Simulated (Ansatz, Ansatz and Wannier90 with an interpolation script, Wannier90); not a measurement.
# From a coarse GW mesh to bands everywhere: SrTiO3 (Tausonite), part 2 of 3

Wanted: quasiparticle gap and band widths of SrTiO3 (Tausonite) over the whole zone.

Ansatz 0.2.0; LDA, Wannier functions and G0W0, plane waves, PAW. Known limits of the many-body steps: not at the basis limit; no spin-orbit coupling; coarse k mesh.

So far. Step 2 (LDA bands): The gap is indirect, with the least direct gap 0.35 eV higher.

### 4. Wannier functions by Wannier90 (O:2p Ti:3d) on 8×8×8

Localised functions give a small Hamiltonian that interpolates between mesh points at no cost.

This step: maximally localised Wannier functions from the overlaps of LDA states (plane waves, PAW).

File w.win:

```
num_iter = 1200
conv_tol = 1.0e-8
conv_window = 5
dis_num_iter = 4000
dis_conv_tol = 1.0e-8
dis_mix_ratio = 0.7
write_hr = true
use_ws_distance = false
num_print_cycles = 50
! ansatz wannier90 interface
! projections by site (counted from 0) and shell: 2 2P, 3 2P, 4 2P, 1 3D
! states of the run's bands (counted from 1): 1-31
num_bands = 31
num_wann  = 14
dis_win_min = 4.73
dis_win_max = 18.57
dis_froz_min = 4.73
dis_froz_max = 13.87
guiding_centres = true

begin unit_cell_cart
Ang
                  3.90528                      0.0                      0.0
                      0.0                  3.90528                      0.0
                      0.0                      0.0                  3.90528
end unit_cell_cart

begin atoms_frac
Sr                       0.5                      0.5                      0.5
Ti                       0.0                      0.0                      0.0
O                        0.5                      0.0                      0.0
O                        0.0                      0.5                      0.0
O                        0.0                      0.0                      0.5
end atoms_frac

mp_grid = 8 8 8

[... the mesh's points ...]
```

The run is started by

```bash
OMP_NUM_THREADS=1 mpirun -n 8 wannier90.x w > wannier90.x.log
```

Numbers of over 12 decimals in the logs are rounded to 6 here.

The program printed:

```text
TEM
                                    ------

                              Lattice Vectors (Ang)
                    a_1     3.905280   0.000000   0.000000
                    a_2     0.000000   3.905280   0.000000
                    a_3     0.000000   0.000000   3.905280

                   Unit Cell Volume:      59.56025  (Ang^3)

                        Reciprocal-Space Vectors (Ang^-1)
                    b_1     1.608895   0.000000   0.000000
                    b_2     0.000000   1.608895   0.000000
                    b_3     0.000000   0.000000   1.608895

 *----------------------------------------------------------------------------*
 |   Site       Fractional Coordinate          Cartesian Coordinate (Ang)     |
 +----------------------------------------------------------------------------+
 | sr   1   0.50000   0.50000   0.50000   |    1.95264   1.95264   1.95264    |
 | ti   1   0.00000   0.00000   0.00000   |    0.00000   0.00000   0.00000    |
 | o    1   0.50000   0.00000   0.00000   |    1.95264   0.00000   0.00000    |
 | o    2   0.00000   0.50000   0.00000   |    0.00000   1.95264   0.00000    |
 | o    3   0.00000   0.00000   0.50000   |    0.00000   0.00000   1.95264    |
 *----------------------------------------------------------------------------*
                                ------------
                                K-POINT GRID
                                ------------

             Grid size =  8 x  8 x  8      Total points =  512

 *---------------------------------- MAIN ------------------------------------*
 |  Number of Wannier Functions               :                14             |
 |  Number of Objective Wannier Functions     :                14             |
 |  Number of input Bloch states              :                31             |
 |  Output verbosity (1=low, 5=high)          :                 1             |
 |  Timing Level (1=low, 5=high)              :                 1             |
 |  Optimisation (0=memory, 3=speed)          :                 3             |
 |  Length Unit                               :               Ang             |
 |  Post-processing setup (write *.nnkp)      :                 F             |
 |  Using Gamma-only branch of algorithms     :                 F             |
 *----------------------------------------------------------------------------*
 *------------------------------- WANNIERISE ---------------------------------*
 |  Total number of iterations                :              1200             |
 |  Number of CG steps before reset           :                 5             |
 |  Trial step length for line search         :             2.000             |
 |  Convergence tolerence                     :         0.100E-07             |
 |  Convergence window                        :                 5             |
 |  Iterations between writing output         :                50             |
 |  Iterations between backing up to disk     :               100             |
 |  Write r^2_nm to file                      :                 F             |
 |  Write xyz WF centres to file              :                 F             |
 |  Write on-site energies <0n|H|0n> to file  :                 F             |
 |  Use guiding centre to control phases      :                 T             |
 |  Use phases for initial projections        :                 F             |
 |  Iterations before starting guiding centres:                 0             |
 |  Iterations between using guiding centres  :                 1             |
 *----------------------------------------------------------------------------*
 *------------------------------- DISENTANGLE --------------------------------*
 |  Using band disentanglement                :                 T             |
 |  Total number of iterations                :              4000             |
 |  Mixing ratio                              :             0.700             |
 |  Convergence tolerence                     :         1.000E-08             |
 |  Convergence window                        :                 3             |
 *----------------------------------------------------------------------------*
 *-------------------------------- PLOTTING ----------------------------------*
 |  Plotting Hamiltonian in WF basis          :                 T             |
 *----------------------------------------------------------------------------*

 *---------------------------------- K-MESH ----------------------------------*
 +----------------------------------------------------------------------------+
 |                    Distance to Nearest-Neighbour Shells                    |
 |                    ------------------------------------                    |
 |          Shell             Distance (Ang^-1)          Multiplicity         |
 |          -----             -----------------          ------------         |
 |             1                   0.201112                      6            |
 |             2                   0.284415                     12            |
 |             3                   0.348336                      8            |
 |             4                   0.402224                      6            |
 |             5                   0.449700                     24            |
[...]
*------------------------------- DISENTANGLE --------------------------------*
 +----------------------------------------------------------------------------+
 |                              Energy  Windows                               |
 |                              ---------------                               |
 |                   Outer:    4.73000  to   18.57000  (eV)                   |
 |                   Inner:    4.73000  to   13.87000  (eV)                   |
 +----------------------------------------------------------------------------+
   Number of target bands to extract:   14

                   Unitarised projection of Wannier functions
                   ------------------------------------------
   A_mn = <psi_m|g_n> --> S = A.A^+ --> U = S^-1/2.A
   In dis_project... done
   Using an inner window (linner = T)
   In dis_proj_froz... done

                   Extraction of optimally-connected subspace
                   ------------------------------------------
 +---------------------------------------------------------------------+<-- DIS
 |  Iter     Omega_I(i-1)      Omega_I(i)      Delta (frac.)    Time   |<-- DIS
 +---------------------------------------------------------------------+<-- DIS
       1      12.66431318      12.58769007       6.087E-03      0.00    <-- DIS
       2      12.59277621      12.57633760       1.307E-03      0.01    <-- DIS
       3      12.57973060      12.56815221       9.212E-04      0.02    <-- DIS
      50      12.51910873      12.51907195       2.938E-06      0.37    <-- DIS
     100      12.51893513      12.51893437       6.027E-08      0.74    <-- DIS

             <<<      Delta < 1.000E-08  over  3 iterations     >>>
             <<< Disentanglement convergence criteria satisfied >>>

        Final Omega_I    12.51893409 (Ang^2)

 +----------------------------------------------------------------------------+

 Writing checkpoint file w.chk... done

 *------------------------------- WANNIERISE ---------------------------------*
 +--------------------------------------------------------------------+<-- CONV
 | Iter  Delta Spread     RMS Gradient      Spread (Ang^2)      Time  |<-- CONV
 +--------------------------------------------------------------------+<-- CONV

 ------------------------------------------------------------------------------
 Initial State
  WF centre and spread    1  (  1.952640,  0.000000,  0.000000 )     1.06087779
  WF centre and spread    2  (  1.952640,  0.000000,  0.000000 )     0.77939588
  WF centre and spread    3  (  1.952640, -0.000000,  0.000000 )     1.06087779
  WF centre and spread    4  ( -0.000000,  1.952640,  0.000000 )     1.06087779
  WF centre and spread    5  ( -0.000000,  1.952640,  0.000000 )     1.06087779
  WF centre and spread    6  (  0.000000,  1.952640,  0.000000 )     0.77939588
  WF centre and spread    7  ( -0.000000,  0.000000,  1.952640 )     0.77939588
  WF centre and spread    8  ( -0.000000,  0.000000,  1.952640 )     1.06087779
  WF centre and spread    9  ( -0.000000, -0.000000,  1.952640 )     1.06087779
  WF centre and spread   10  (  0.000000,  0.000000,  0.000000 )     0.70662182
[...]
Sum of centres and spreads (  5.857920,  5.857920,  5.857920 )    12.93788184

      0     0.129E+02     0.0000000000       12.9378818353       1.05  <-- CONV
        O_D=      0.0000000 O_OD=      0.4189477 O_TOT=     12.9378818 <-- SPRD
 ------------------------------------------------------------------------------
 Cycle:      1
[...]
Sum of centres and spreads (  5.857920,  5.857920,  5.857920 )    12.88392723

      1    -0.540E-01     0.1109985565       12.8839272349       1.06  <-- CONV
        O_D=      0.0000000 O_OD=      0.3649931 O_TOT=     12.8839272 <-- SPRD
 Delta: O_D=  0.5611419E-20 O_OD= -0.5395460E-01 O_TOT= -0.5395460E-01 <-- DLTA
 ------------------------------------------------------------------------------
 Cycle:     50
[...]
Sum of centres and spreads (  5.857920,  5.857920,  5.857920 )    12.74346547

     50    -0.362E-08     0.0000455455       12.7434654745       1.76  <-- CONV
        O_D=      0.0000000 O_OD=      0.2245314 O_TOT=     12.7434655 <-- SPRD
 Delta: O_D= -0.4755873E-20 O_OD= -0.3618575E-08 O_TOT= -0.3618576E-08 <-- DLTA
 ------------------------------------------------------------------------------

             <<<     Delta < 1.000E-08  over  5 iterations     >>>
             <<< Wannierisation convergence criteria satisfied >>>

 Final State
[...]
WF centre and spread   10  (  0.000000,  0.000000,  0.000000 )     0.71165262
  WF centre and spread   11  ( -0.000000,  0.000000,  0.000000 )     0.94380313
  WF centre and spread   12  (  0.000000,  0.000000,  0.000000 )     0.94380313
  WF centre and spread   13  (  0.000000,  0.000000, -0.000000 )     0.71165398
  WF centre and spread   14  (  0.000000, -0.000000,  0.000000 )     0.94380318
  Sum of centres and spreads (  5.857920,  5.857920,  5.857920 )    12.74346547

         Spreads (Ang^2)       Omega I      =    12.518934094
        ================       Omega D      =     0.000000000
                               Omega OD     =     0.224531377
    Final Spread (Ang^2)       Omega Total  =    12.743465471
 ------------------------------------------------------------------------------

 Writing checkpoint file w.chk... done

 *---------------------------------------------------------------------------*
 |                               PLOTTING                                    |
 *---------------------------------------------------------------------------*

 *===========================================================================*
 |                             TIMING INFORMATION                            |
 *===========================================================================*
 |    Tag                                                Ncalls      Time (s)|
 |---------------------------------------------------------------------------|
 |kmesh: get                                        :         1         0.142|
 |overlap: read                                     :         1         2.351|
 |dis: main                                         :         1         1.092|
 |wann: main                                        :         1         0.735|
 |plot: main                                        :         1         0.281|
 *---------------------------------------------------------------------------*
 All done: wannier90 exiting
```

The job ended after 6 s (8 MPI ranks of Arm Neoverse V1, shared host; 45 s of CPU time).

This step gave:

```yaml
gauge_invariant_spread: 12.52 Å²
diagonal_spread: 0 Å²
off_diagonal_spread: 0.2245 Å²
total_spread: 12.74 Å²
disentanglement_steps: 131
r_m_s_interpolation_error: 1.73e-4 eV
r_m_s_error_near_the_gap: 1.75e-4 eV
```

Near the gap the model misses directly solved bands by 0.2 meV r.m.s. and by 1 meV at most in the window tested. This tests the starting bands, not the corrections carried with them.

Wannier functions, by row:

```csv
function,x (Å),y (Å),z (Å),spread (Å²),nearest atom,distance (Å)
1,1.953,0,0,1.035,O3,0
2,1.953,0,0,0.759,O3,0
3,1.953,0,0,1.035,O3,0
4,0,1.953,0,1.035,O4,0
5,0,1.953,0,1.035,O4,0
6,0,1.953,0,0.759,O4,0
7,0,0,1.953,0.759,O5,0
8,0,0,1.953,1.035,O5,0
9,0,0,1.953,1.035,O5,0
10,0,0,0,0.712,Ti2,0
11,0,0,0,0.944,Ti2,0
12,0,0,0,0.944,Ti2,0
13,0,0,0,0.712,Ti2,0
14,0,0,0,0.944,Ti2,0
```

Frozen up to 4.26 eV; above it the model need not follow the bands. Electronic bands along the path, in eV, zero at the valence-band top:

```csv
point,band 17,band 18,band 19,band 20,band 21,band 22,band 23,band 24
Γ,-1.19,-0.35,-0.35,-0.35,1.76,1.76,1.76,4.37
halfway,-1.69,-1.65,-0.60,-0.60,1.85,2.86,2.86,4.37
X,-2.40,-2.03,-0.73,-0.73,1.94,3.75,3.75,4.37
halfway,-1.91,-1.48,-1.34,-0.65,2.92,3.75,3.86,5.12
M,-1.73,-1.58,-1.58,-0.09,3.75,3.75,4.20,5.37
halfway,-1.73,-1.37,-1.08,-0.75,2.81,2.96,3.22,4.99
Γ,-1.19,-0.35,-0.35,-0.35,1.76,1.76,1.76,4.37
halfway,-2.82,-0.94,-0.94,-0.63,3.29,3.35,3.35,6.51
R,-3.77,0.00,0.00,0.00,4.43,4.43,4.43,8.40
halfway,-2.75,-0.96,-0.82,-0.54,3.43,3.93,3.96,6.49
X,-2.40,-2.03,-0.73,-0.73,1.94,3.75,3.75,4.37
jump to R,-3.77,0.00,0.00,0.00,4.43,4.43,4.43,8.40
halfway,-3.17,-0.68,-0.68,-0.05,4.04,4.04,4.31,7.01
M,-1.73,-1.58,-1.58,-0.09,3.75,3.75,4.20,5.37
```

The same for Kohn-Sham, solved directly:

```csv
point,band 17,band 18,band 19,band 20,band 21,band 22,band 23,band 24
Γ,-1.19,-0.35,-0.35,-0.35,1.76,1.76,1.76,4.35
X,-2.40,-2.03,-0.73,-0.73,1.94,3.75,3.75,4.37
M,-1.73,-1.58,-1.58,-0.09,3.75,3.75,4.20,5.33
Γ,-1.19,-0.35,-0.35,-0.35,1.76,1.76,1.76,4.35
R,-3.77,0.00,0.00,0.00,4.43,4.43,4.43,6.88
X,-2.40,-2.03,-0.73,-0.73,1.94,3.75,3.75,4.37
R,-3.77,0.00,0.00,0.00,4.43,4.43,4.43,6.88
M,-1.73,-1.58,-1.58,-0.09,3.75,3.75,4.20,5.33
```

### 5. G0W0 at every point of the mesh: 4×4×4 mesh, 248 empty bands, screening to 150 eV

G0W0 replaces the xc potential by the self-energy, built once from these orbitals. Only a window of levels is corrected, while the sums run over the empty bands that the input names.

This step: G0W0 on LDA, plane waves, PAW.

File input.yaml:

```yaml
crystal:
  lattice:
    - [3.90528, 0.0, 0.0]
    - [0.0, 3.90528, 0.0]
    - [0.0, 0.0, 3.90528]
  atoms:
    - { symbol: Sr, position: [0.5, 0.5, 0.5] }
    - { symbol: Ti, position: [0.0, 0.0, 0.0] }
    - { symbol: O, position: [0.5, 0.0, 0.0] }
    - { symbol: O, position: [0.0, 0.5, 0.0] }
    - { symbol: O, position: [0.0, 0.0, 0.5] }
kpoints:
  mp_grid: { grid: [4, 4, 4] }
hamiltonian:
  xc: lda
scf:
  occupations: { method: fixed }
gw:
  n_empty_bands: 248
  ecut_chi: 150.0
  qp_bands: [v9, c3]
  screening: { model: contour_deformation }
```

The run is started by

```bash
ansatz run input.yaml --threads 8 --pin off --max-ram 18432MiB --backend cpu --events-out ev --progress --plain --runs-dir out
```

The program printed:

```text
[...]
Crystal: 5 atoms, lattice volume = 59.560 Å³
Basis set: ecut = 420 eV, 1189 PW (Γ)
Bands: 25, of which v1, the nominal top of the filled ones, is band 20 counted from 1 (19 counted from 0)
Symmetry: 48 space group operations
[...]
k-points: 10 of 64
[...]
SCF iter   1: F=—  HF=-7569.392826 eV  |F-HF|=—  |Δ(HF+E_count)|=         —  Δρ=1.85e-2  dr2=1.90e-1  ethr=1.77e-3  ⟨swp⟩=4.4  Hψ=1070  notcnv=0  defer=21
[...]
SCF iter   7: F=-7569.352221 eV  HF=-7569.352221 eV  |F-HF|=5.21e-9  |Δ(HF+E_count)|=   6.19e-8  Δρ=4.38e-6  dr2=1.64e-8  ethr=2.50e-10  ⟨swp⟩=9.6  Hψ=1102  notcnv=0
SCF 1 converged in 7 iterations: F = -7569.352221 eV  dr2 = 1.64e-8
[...]
G₀W₀ screening: q 1/10
[... further progress lines ...]
SCF converged after 7 iterations
Free energy (F): -7569.352221 eV
[...]
Internal energy: -7569.352221 eV  (E = F + TS)
E sigma→0 (E₀):  -7569.352221 eV
Fermi energy:    9.609713 eV
[...]
--- Band table (eV; the first three rows and the last of 10) ---
  k-point 0: bands = [... 16 lower, 8.4189, 9.2601, 9.2601, 9.2601, 11.3731, 11.3731, 11.3731, 13.9593, ... 1 higher]
  k-point 1: bands = [... 16 lower, 7.9206, 7.9634, 9.0128, 9.0128, 11.4569, 12.4677, 12.4677, 13.9729, ... 1 higher]
  k-point 2: bands = [... 16 lower, 7.2125, 7.5806, 8.8774, 8.8774, 11.5451, 13.3550, 13.3550, 13.9795, ... 1 higher]
  k-point 9: bands = [... 16 lower, 5.8367, 9.6097, 9.6097, 9.6097, 14.0432, 14.0432, 14.0432, 16.4933, ... 1 higher]
--- G₀W₀: contour deformation, 7 samples at zero and on the imaginary axis and 2 off it, 64 q-points, 248 empty bands' worth ---
  eigenvalues of the whole cell's RPA ε∞ on this k-mesh (on a slab, of 1 + 4πα/V) = 6.8222, 6.8222, 6.8222; static W/v taken at q = 0 is 0.146581
  bands read: the sum over 268 bands ends inside a degenerate multiplet in 2 slots, whose members it reads at an even weight; the widest, k=9: bands 268 to 270 (counted from 1) at 1/3 each
  `?` marks the rows in doubt; gw_qp.tsv's column doubts and the gw_qp event give each row's grounds
    ik  band        ε_KS         Σx   Σc(E_QP)       V_xc       Z   E_QP_lin       E_QP  E_QP is
     0    12      6.7709   -25.2770     5.1169   -19.7401  0.6799     6.3426     6.3510  root
     0    13      6.7709   -25.2770     5.1169   -19.7401  0.6799     6.3426     6.3510  root
     0    14      6.7709   -25.2770     5.1169   -19.7401  0.6799     6.3426     6.3510  root
     0    15      8.4189   -24.8498     4.6838   -19.8217  0.7025     8.0713     8.0746  root
     0    16      8.4189   -24.8498     4.6838   -19.8217  0.7025     8.0713     8.0746  root
     0    17      8.4189   -24.8498     4.6838   -19.8217  0.7025     8.0713     8.0746  root
     0    18      9.2601   -26.3318     4.4009   -21.6494  0.7236     8.9769     8.9785  root
     0    19      9.2601   -26.3318     4.4009   -21.6494  0.7236     8.9769     8.9785  root
     0    20      9.2601   -26.3318     4.4009   -21.6494  0.7236     8.9769     8.9785  root
     0    21     11.3731   -12.5919    -6.6187   -20.6228  0.7376    12.8341    12.7852  root
     0    22     11.3731   -12.5919    -6.6187   -20.6228  0.7376    12.8341    12.7852  root
     0    23     11.3731   -12.5919    -6.6187   -20.6228  0.7376    12.8341    12.7852  root
     1    12      6.0436   -25.3186     5.0562   -19.9581  0.6646     5.7351     5.7393  root
     1    13      6.7340   -24.8971     5.0647   -19.4342  0.6764     6.3289     6.3359  root
[...]
4    13      5.5484   -22.6556     5.1434   -17.3462  0.5959     5.3849     5.3825  root ?
[...]
7    13      5.6030   -22.8152     5.1098   -17.5383  0.5950     5.4381     5.4359  root ?
[...]
9    19      9.6097   -25.9780     4.5716   -21.1233  0.7152     9.3249     9.3266  root
     9    20      9.6097   -25.9780     4.5716   -21.1233  0.7152     9.3249     9.3266  root
     9    21     14.0432   -14.4939    -8.2124   -24.0835  0.6654    15.5042    15.4204  root
     9    22     14.0432   -14.4939    -8.2124   -24.0835  0.6654    15.5042    15.4204  root
     9    23     14.0432   -14.4939    -8.2124   -24.0835  0.6654    15.5042    15.4204  root
```

Elapsed: 35 s, on 8 threads; peak memory 1.1 GiB.

Numbers from this step:

| Quantity | Value |
| --- | --- |
| bands summed | 268 |
| RPA ε∞ on this mesh (eigenvalues) | 6.822, 6.822, 6.822 |
| plane waves in the screening matrix | 251 |
| q-points in the mesh | 64 |
| G0W0 gap on the mesh | 3.459 eV |
| k of the valence top | -0.5, -0.5, -0.5 |
| k of the conduction bottom | 0, 0, 0 |
| starting gap on the mesh | 1.763 eV |
| Z at the valence top | 0.7152 |
| Z at the conduction bottom | 0.7376 |
| least direct G0W0 gap on the computed points | 3.807 eV |

The gap on the mesh goes from 1.76 eV to 3.46 eV, a correction of +1.70 eV. Between the two edge states, bare exchange in place of the xc potential would open the gap by 12.89 eV, and correlation takes back 11.19 eV.

[end of part 2 of 3]

[Paths, hosts, dates, memory and timing lines, banners, echoed tables and standing remarks are left out of the program output.]

[Logs are printed without paths, hosts, clocks, repeated set-up lines and the standing remarks that a program may print on its own settings, such as how far it seeks lower states.]

[Runs of the session that timed out or met a known fault of the program may be left out.]

[Hosts, paths, dates, database ids (printed as entryN), source tags and the programs' standing remarks are cut or masked in the printed files.]
